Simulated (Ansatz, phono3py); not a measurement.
# Scattering channels in GaAs (F-43m), one at a time

Wanted: the sensitivity of κ of GaAs to the choices of the transport step.

Measurements to reproduce:
- thermal conductivity 45 W/m/K near room temperature (given in “Combining the AFLOW GIBBS and Elastic Libraries to efficiently and robustly screen thermo-mechanical properties of solids”, 2017, arXiv:1611.05714)

Method: DFT LDA, scalar-relativistic, plane waves, PAW; PAW set soft_1, in the first sound run; inputs show where later runs differ, in Ansatz 0.2.0 and phono3py 4.10.0.

Most raw output is cut from this account.

**1. Set-up**

It takes space group F-43m (No. 216, cubic). Conventional cell: a = 5.603 Å, b = 5.603 Å, c = 5.603 Å, α = 90.00°, β = 90.00°, γ = 90.00°. Ga has 4 As at 2.43 Å nearest. Nearest to As lie 4 Ga at 2.43 Å. Farther neighbours are not listed.

**2. The earlier run that gave the force constants**

File input.yaml:

```yaml
crystal:
  lattice:
    - [0.0, 2.8015628244, 2.8015628244]
    - [2.8015628244, 0.0, 2.8015628244]
    - [2.8015628244, 2.8015628244, 0.0]
  atoms:
    - { symbol: Ga, position: [0.0, 0.0, 0.0] }
    - { symbol: As, position: [0.25, 0.25, 0.25] }
kpoints:
  mp_grid: { grid: [12, 12, 12] }
hamiltonian:
  xc: lda
  pseudopotentials: { kind: paw, azcp: { folder: soft_1 }, xc_functional: pbe }
scf:
  occupations: { method: fixed }
  lower_state_search: "off"
output:
  eigenvalues: true
phonons:
  method: fd
  dielectric: true
  qmesh: [6, 6, 6]
  temperatures: { t_max: 1000, t_step: 50 }
  qpath:
    path:
      - [[0.0, 0.0, 0.0], [0.5, 0.0, 0.5], [0.5, 0.25, 0.75], [0.375, 0.375, 0.75], [0.0, 0.0, 0.0], [0.5, 0.5, 0.5], [0.625, 0.25, 0.625], [0.5, 0.25, 0.75], [0.5, 0.5, 0.5], [0.375, 0.375, 0.75]]
      - [[0.625, 0.25, 0.625], [0.5, 0.0, 0.5]]
    npoints: 10
  third_order: { supercell: [3, 3, 3], pair_cutoff: 4.796 }
  lattice_thermal_conductivity:
    qmesh: [19, 19, 19]
    temperatures: [100.0, 150.0, 200.0, 300.0, 400.0, 500.0, 600.0, 800.0]
    isotope_mass_variance:
      - { species: As, variance: 0.0 }
      - { species: Ga, variance: 0.0001971 }
```

The run is started by

```sh
> ansatz run input.yaml --threads 18 --pin off --max-ram 92160MiB --backend cuda --events-out ev --progress --plain --runs-dir out --max-vram 78GiB
```

Elapsed: 18 min, on 1 × NVIDIA GB200 with 18 threads of Arm Neoverse V2, shared host; peak memory 4.2 GiB.

This step gave:

* highest frequency: 285.5 cm⁻¹
* κ at 300 K (relaxation time): 42.51 W/m/K
* κ at 300 K (full solution): 44.48 W/m/K
* dipole term: run
* third-order blocks: 842

**3. Relaxation-time solution**

The base run: each mode relaxes on its own with natural isotopes, and rates are split into normal and umklapp parts.

This step: DFT LDA, scalar-relativistic, plane waves, PAW; PAW set soft_1; phono3py on Ansatz's force constants (phono3py 4.10.0).

File phono3py.yaml:

```yaml
phono3py:
  version: "4.10.0"
  frequency_unit_conversion_factor: 15.633302
  symmetry_tolerance: 1.00000e-05

physical_unit:
  atomic_mass: "AMU"
  length: "angstrom"

space_group:
  type: "F-43m"
  number: 216
  Hall_symbol: "F -4 2 3"

primitive_matrix:
- [  1.000000000000000,  0.000000000000000,  0.000000000000000 ]
- [  0.000000000000000,  1.000000000000000,  0.000000000000000 ]
- [  0.000000000000000,  0.000000000000000,  1.000000000000000 ]

supercell_matrix:
- [   3,   0,   0 ]
- [   0,   3,   0 ]
- [   0,   0,   3 ]

# [primitive_cell block left out]
unit_cell:
  lattice:
  - [     0.000000000000000,     2.801562824400000,     2.801562824400000 ] # a
  - [     2.801562824400000,     0.000000000000000,     2.801562824400000 ] # b
  - [     2.801562824400000,     2.801562824400000,     0.000000000000000 ] # c
  points:
  - symbol: Ga # 1
    coordinates: [  0.000000000000000,  0.000000000000000,  0.000000000000000 ]
    mass: 69.723000
    reduced_to: 1
  - symbol: As # 2
    coordinates: [  0.250000000000000,  0.250000000000000,  0.250000000000000 ]
    mass: 74.921595
    reduced_to: 2

# [supercell block left out]
phonon_supercell_matrix:
- [   6,   0,   0 ]
- [   0,   6,   0 ]
- [   0,   0,   6 ]

# [phonon_primitive_cell block left out]
# [phonon_supercell block left out]
nac:
  born_effective_charge:
  - # 1 (Ga)
    - [  2.060245985127337,  0.000000000000000,  0.000000000000000 ]
    - [  0.000000000000000,  2.060245985127337,  0.000000000000000 ]
    - [  0.000000000000000,  0.000000000000000,  2.060245985127337 ]
  - # 2 (As)
    - [ -2.060245985127337,  0.000000000000000,  0.000000000000000 ]
    - [  0.000000000000000, -2.060245985127337,  0.000000000000000 ]
    - [  0.000000000000000,  0.000000000000000, -2.060245985127337 ]
  dielectric_constant:
    - [ 13.968495729866419,  0.000000000000000,  0.000000000000000 ]
    - [  0.000000000000000, 13.968495729866415,  0.000000000000000 ]
    - [  0.000000000000000,  0.000000000000000, 13.968495729866415 ]
  unit_conversion_factor: 14.399645
```

The run is started by

```sh
> phono3py phono3py.yaml --mesh 19 19 19 --br --isotope --nu --ts 100 150 200 300 400 500 600 800
```

Elapsed: 17 s, on 8 threads of Intel Xeon 6975P-C (Granite Rapids), shared host; peak memory 0.1 GiB; 2 min of CPU time.

This step gave:

| Item | Value |
| --- | --- |
| κ at 300 K | 42.14 W/m/K |
| κ xx, yy, zz at 300 K | 42.14, 42.14, 42.14 W/m/K |
| normal share of three-phonon scattering at 300 K | 0.473 |

W/m/K. Kappa, by row:

```csv
T (K),xx,yy,zz,yz,xz,xy
100,172.8,172.8,172.8,0,0,0
150,94.88,94.88,94.88,0,0,0
200,66.32,66.32,66.32,0,0,0
300,42.14,42.14,42.14,0,0,0
400,31.13,31.13,31.13,0,0,0
500,24.76,24.76,24.76,0,0,0
600,20.57,20.57,20.57,0,0,0
800,15.4,15.4,15.4,0,0,0
```

The lattice thermal conductivity, xx by temperature:

```csv
temperature (K),"lattice thermal conductivity, xx (W/m/K)"
100,173
150,94.9
200,66.3
300,42.1
400,31.1
500,24.8
600,20.6
800,15.4
```

Mean scattering rate at 300 K against frequency:

```csv
frequency (THz),normal (1/ps),umklapp (1/ps)
0.18,-,-
0.54,0.00168,2.0e-4
0.89,0.00268,7.7e-4
1.25,0.00392,0.00235
1.61,0.00577,0.00404
1.96,0.011,0.0125
2.32,0.0223,0.0326
2.68,0.0243,0.0314
3.03,0.0195,0.0252
3.39,0.0175,0.0233
3.75,0.0333,0.0141
4.11,0.046,0.0356
4.46,0.0794,0.0984
4.82,0.132,0.159
5.18,0.25,0.302
5.53,0.279,0.371
5.89,0.161,0.158
6.25,0.0684,0.0612
6.61,0.0309,0.0421
6.96,0.0344,0.0369
7.32,0.0705,0.0642
7.68,0.162,0.183
8.03,0.123,0.128
8.39,0.162,0.136
```

The base value at 300 K is 42.1 W/(m K).

The lattice thermal conductivity, xx is 42.1 W/m/K at 300 K, going as T^-1.1 above 200 K.

**4. Two programs, one set of constants**

This step: DFT LDA, scalar-relativistic, plane waves, PAW; PAW set soft_1 (Ansatz 0.2.0).

Ansatz's figure includes its coherence part. Comparison, by row:

```csv
T (K),Ansatz RTA (W/m/K),phono3py RTA (W/m/K),difference (%)
100,174.4,172.8,-0.92
150,95.71,94.88,-0.87
200,66.9,66.32,-0.87
300,42.51,42.14,-0.87
400,31.42,31.13,-0.92
500,25,24.76,-0.96
600,20.79,20.57,-1.06
800,15.58,15.4,-1.16
```

**5. Without isotopes, third order supercell 3×3×3, supercell 6×6×6**

Leaving out the isotope term shows how much the natural mass disorder scatters.

This step: DFT LDA, scalar-relativistic, plane waves, PAW; PAW set soft_1; phono3py on Ansatz's force constants (phono3py 4.10.0).

phono3py.yaml is that of step 3.

The run is started by

```sh
> phono3py phono3py.yaml --mesh 19 19 19 --br --ts 100 150 200 300 400 500 600 800
```

It took 15 s on 8 threads; peak memory 0.1 GiB; 1.7 min of CPU time.

This step gave:

```
κ at 300 K            : 43.3 W/m/K
κ xx, yy, zz at 300 K : 43.3, 43.3, 43.3 W/m/K
```

W/m/K. Kappa, by row:

```csv
T (K),xx,yy,zz,yz,xz,xy
100,191.2,191.2,191.2,0,0,0
150,100.5,100.5,100.5,0,0,0
200,69.12,69.12,69.12,0,0,0
300,43.3,43.3,43.3,0,0,0
400,31.77,31.77,31.77,0,0,0
500,25.16,25.16,25.16,0,0,0
600,20.86,20.86,20.86,0,0,0
800,15.56,15.56,15.56,0,0,0
```

κ at 300 K goes from 42.1 in the base run to 43.3 W/(m K).

**6. Another q-mesh, third order supercell 3×3×3, supercell 6×6×6**

The q-mesh of the transport sums changes, with the same scattering terms.

phono3py.yaml is that of step 5.

The run is started by

```sh
> phono3py phono3py.yaml --mesh 5 5 5 --br --isotope --ts 100 300 600
```

It took 1.4 s on 8 threads; peak memory 0.1 GiB.

Numbers from this step:

- κ at 300 K: 23.23 W/m/K
- κ xx, yy, zz at 300 K: 23.23, 23.23, 23.23 W/m/K

W/m/K. Kappa, by row:

```csv
T (K),xx,yy,zz,yz,xz,xy
100,80.7,80.7,80.7,0,0,0
300,23.23,23.23,23.23,0,0,0
600,11.56,11.56,11.56,0,0,0
```

This mesh is too coarse for the transport sums: κ at 300 K comes out at 23.2 against 42.1 W/(m K) in the base run.

**7. Another q-mesh, third order supercell 3×3×3, supercell 6×6×6 (run 2)**

phono3py.yaml is that of step 6.

The run is started by

```sh
> phono3py phono3py.yaml --mesh 7 7 7 --br --isotope --ts 100 300 600
```

Wall time 1.4 s (8 threads); peak memory 0.1 GiB.

This mesh is too coarse for the transport sums: κ at 300 K comes out at 30.5 against 42.1 W/(m K) in the base run.

**8. Another q-mesh, third order supercell 3×3×3, supercell 6×6×6 (run 3)**

phono3py.yaml is that of step 7.

The run is started by

```sh
> phono3py phono3py.yaml --mesh 9 9 9 --br --isotope --ts 100 300 600
```

Wall time 1.6 s (8 threads); peak memory 0.1 GiB.

κ at 300 K goes from 42.1 in the base run to 38.3 W/(m K).

**9. Another q-mesh, third order supercell 3×3×3, supercell 6×6×6 (run 4)**

phono3py.yaml is that of step 8.

The run is started by

```sh
> phono3py phono3py.yaml --mesh 13 13 13 --br --isotope --ts 100 300 600
```

It took 3.1 s on 8 threads; peak memory 0.1 GiB; 14 s of CPU time.

κ at 300 K goes from 42.1 in the base run to 40.2 W/(m K).

**10. Another q-mesh, third order supercell 3×3×3, supercell 6×6×6 (run 5)**

phono3py.yaml is that of step 9.

The run is started by

```sh
> phono3py phono3py.yaml --mesh 17 17 17 --br --isotope --ts 100 300 600
```

Elapsed: 9.8 s, on 8 threads; peak memory 0.1 GiB.

κ at 300 K goes from 42.1 in the base run to 42.4 W/(m K).

**11. Another q-mesh, third order supercell 3×3×3, supercell 6×6×6 (run 6)**

phono3py.yaml is that of step 10.

The run is started by

```sh
> phono3py phono3py.yaml --mesh 23 23 23 --br --isotope --ts 100 300 600
```

It took 49 s on 8 threads; peak memory 0.11 GiB; 5.9 min of CPU time.

κ at 300 K goes from 42.1 in the base run to 42.3 W/(m K).

**12. Another q-mesh, third order supercell 3×3×3, supercell 6×6×6 (run 7)**

phono3py.yaml is that of step 11.

The run is started by

```sh
> phono3py phono3py.yaml --mesh 29 29 29 --br --isotope --ts 100 300 600
```

It took 3.1 min on 8 threads; peak memory 0.13 GiB; 23 min of CPU time.

κ at 300 K goes from 42.1 in the base run to 43.1 W/(m K).

**13. Mesh convergence**

This step: DFT LDA, scalar-relativistic, plane waves, PAW; PAW set soft_1 (phono3py 4.10.0).

Series, by row:

```csv
mesh points along each axis,kappa at 100 K (W/m/K),kappa at 300 K (W/m/K),kappa at 600 K (W/m/K),seconds
5,80.7,23.23,11.56,1.35
7,111.5,30.5,15.19,1.4
9,144.3,38.31,18.94,1.55
13,163,40.16,19.64,3.15
17,175,42.41,20.7,9.77
23,174,42.34,20.67,49.15
29,178.2,43.11,21.03,184.1
```

**14. Boundary scattering, third order supercell 3×3×3, supercell 6×6×6**

A boundary term v/L is added to each rate, a simple model of grains or a thin sample.

This step: DFT LDA, scalar-relativistic, plane waves, PAW; PAW set soft_1; phono3py on Ansatz's force constants (phono3py 4.10.0).

phono3py.yaml is that of step 12.

The run is started by

```sh
> phono3py phono3py.yaml --mesh 19 19 19 --br --isotope --boundary-mfp 0.03 --ts 100 150 200 300 400 500 600 800
```

It took 17 s on 8 threads; peak memory 0.1 GiB.

This step gave:

```
κ at 300 K            : 8.879 W/m/K
κ xx, yy, zz at 300 K : 8.879, 8.879, 8.879 W/m/K
```

W/m/K. Kappa, by row:

```csv
T (K),xx,yy,zz,yz,xz,xy
100,10.63,10.63,10.63,0,0,0
150,10.69,10.69,10.69,0,0,0
200,10.12,10.12,10.12,0,0,0
300,8.879,8.879,8.879,0,0,0
400,7.882,7.882,7.882,0,0,0
500,7.104,7.104,7.104,0,0,0
600,6.484,6.484,6.484,0,0,0
800,5.555,5.555,5.555,0,0,0
```

κ at 300 K goes from 42.1 in the base run to 8.88 W/(m K).

**15. Boundary scattering, third order supercell 3×3×3, supercell 6×6×6 (run 2)**

phono3py.yaml is that of step 14.

The run is started by

```sh
> phono3py phono3py.yaml --mesh 19 19 19 --br --isotope --boundary-mfp 1 --ts 100 150 200 300 400 500 600 800
```

Run time: 18 s. Hardware: 8 threads; peak memory 0.1 GiB; 2 min of CPU time.

Numbers from this step:

```yaml
kappa_at_300_k: 31.49 W/m/K
kappa_xx_yy_zz_at_300_k: 31.49, 31.49, 31.49 W/m/K
```

κ at 300 K goes from 42.1 in the base run to 31.5 W/(m K).

**16. Direct solution of the linearised equation, third order supercell 3×3×3, supercell 6×6×6**

Solving the linearised equation directly keeps the heat that normal processes pass on between modes; it is dearer, so the mesh may be smaller.

phono3py.yaml is that of step 15.

The run is started by

```sh
> phono3py phono3py.yaml --mesh 19 19 19 --lbte --isotope --ts 100 300 600
```

It took 3.3 min on 8 threads; peak memory 0.49 GiB; 5.1 min of CPU time.

Numbers from this step:

- κ at 300 K: 44.09 W/m/K
- κ xx, yy, zz at 300 K: 44.09, 44.09, 44.09 W/m/K

W/m/K. Kappa, by row:

```csv
T (K),xx,yy,zz,yz,xz,xy,RTA mean
100,176.2,176.2,176.2,0,0,0,172.8
300,44.09,44.09,44.09,0,0,0,42.14
600,21.64,21.64,21.64,0,0,0,20.57
```

κ at 300 K goes from 42.1 in the base run to 44.1 W/(m K).

**17. Adding coherences, third order supercell 3×3×3, supercell 6×6×6**

Close branches can carry heat by tunnelling between them, which the particle picture leaves out.

phono3py.yaml is that of step 16.

The run is started by

```sh
> phono3py phono3py.yaml --mesh 19 19 19 --br --isotope --tt smm19 --ts 100 150 200 300 400 500 600 800
```

Run time: 18 s. Hardware: 8 threads; peak memory 0.1 GiB.

This step gave:

| Item | Value |
| --- | --- |
| κ at 300 K | 42.34 W/m/K |
| κ xx, yy, zz at 300 K | 42.34, 42.34, 42.34 W/m/K |

W/m/K. Kappa, by row:

```csv
T (K),xx,yy,zz,yz,xz,xy,intra mean,inter mean
100,173.6,173.6,173.6,0,0,0,172.8,0.8034
150,95.3,95.3,95.3,0,0,0,94.88,0.4256
200,66.62,66.62,66.62,0,0,0,66.32,0.2977
300,42.34,42.34,42.34,0,0,0,42.14,0.2012
400,31.3,31.3,31.3,0,0,0,31.13,0.1639
500,24.9,24.9,24.9,0,0,0,24.76,0.1458
600,20.71,20.71,20.71,0,0,0,20.57,0.1362
800,15.53,15.53,15.53,0,0,0,15.4,0.1285
```

κ at 300 K goes from 42.1 in the base run to 42.3 W/(m K).

**18. Gaussian smearing, third order supercell 3×3×3, supercell 6×6×6**

A Gaussian replaces the tetrahedron method for energy conservation; its width must match the mesh.

phono3py.yaml is that of step 17.

The run is started by

```sh
> phono3py phono3py.yaml --mesh 19 19 19 --br --isotope --sigma 0.2 --ts 100 300 600
```

Elapsed: 14 s, on 8 threads; peak memory 0.1 GiB; 99 s of CPU time.

This step gave:

```
κ at 300 K            : 39.96 W/m/K
κ xx, yy, zz at 300 K : 39.96, 39.96, 39.96 W/m/K
```

W/m/K. Kappa, by row:

```csv
T (K),xx,yy,zz,yz,xz,xy
100,160.7,160.7,160.7,0,0,0
300,39.96,39.96,39.96,0,0,0
600,19.53,19.53,19.53,0,0,0
```

With a width of 0.2 THz κ at 300 K is 40.0 W/(m K), -5.2 % from the tetrahedron value.

For the κ at 300 K, step 3 gave 42.1 W/m/K; this run, with delta function Gaussian and sigma 0.2 THz, gives 40.0 W/m/K (-5 %).

**19. Gaussian smearing, third order supercell 3×3×3, supercell 6×6×6 (run 2)**

phono3py.yaml is that of step 18.

The run is started by

```sh
> phono3py phono3py.yaml --mesh 19 19 19 --br --isotope --sigma 1 --ts 100 300 600
```

The job ended after 14 s (8 threads; peak memory 0.1 GiB).

This step gave:

```
κ at 300 K            : 34.73 W/m/K
κ xx, yy, zz at 300 K : 34.73, 34.73, 34.73 W/m/K
```

With a width of 1 THz κ at 300 K is 34.7 W/(m K), -17.6 % from the tetrahedron value; a width this large blurs energy conservation.

Between step 18 and this run (sigma 1 THz) the value for the κ at 300 K moves from 40.0 W/m/K to 34.7 W/m/K (-13 %).

**20. Two-phonon phase space, third order supercell 3×3×3, supercell 6×6×6**

The two-phonon density of states counts the channels open to a mode, without matrix elements.

phono3py.yaml is that of step 19.

The run is started by

```sh
> phono3py phono3py.yaml --mesh 23 23 23 --jdos --gp 0 --num-freq-points 80
```

Elapsed: 1.4 s, on 8 threads; peak memory 0.11 GiB; 2 s of CPU time.

Table of joint density of states at Gamma by frequency; read off at these points:

```csv
frequency (THz),absorption class (1/THz),decay class (1/THz)
0.00,0,0
0.44,9.49,0.00226
0.87,4.74,0.0120
1.31,3.29,0.0318
1.96,3.38,0.0796
2.40,5.21,0.132
2.83,3.96,0.218
3.27,3.36,0.395
3.70,2.51,0.930
4.14,2.35,1.18
4.58,3.69,2.45
5.01,5.91,1.85
5.23,7.17,1.88
5.66,5.8,1.72
6.10,3.32,1.06
6.54,1.12,1.04
6.97,0.518,0.867
7.41,0.215,1.29
7.84,0.0651,1.69
8.28,0,1.67
8.93,0,2.30
9.37,0,4.49
9.80,0,9.94
10.24,0,7.34
10.68,0,4.63
11.11,0,2.50
11.55,0,1.02
12.20,0,3.25
12.64,0,2.24
13.07,0,3.37
13.51,0,3.09
13.94,0,1.52
14.38,0,2.21
14.81,0,3.11
15.25,0,7.09
15.90,0,3.76
16.34,0,0.898
16.78,0,0.144
17.21,0,0
```

The most distinct maxima of the joint density of states at Gamma (absorption class) lie at 0.44, 2.40 and 5.23 THz, the highest at 0.44 THz.

(Continued in part 2 of 2.)

[Logs are printed without paths, hosts, clocks, repeated set-up lines and the standing remarks that a program may print on its own settings, such as how far it seeks lower states.]

[Hosts, paths, dates, database ids (printed as entryN), source tags and the programs' standing remarks are cut or masked in the printed files.]

[A step with changed settings may run another functional than the one named; its input shows which.]
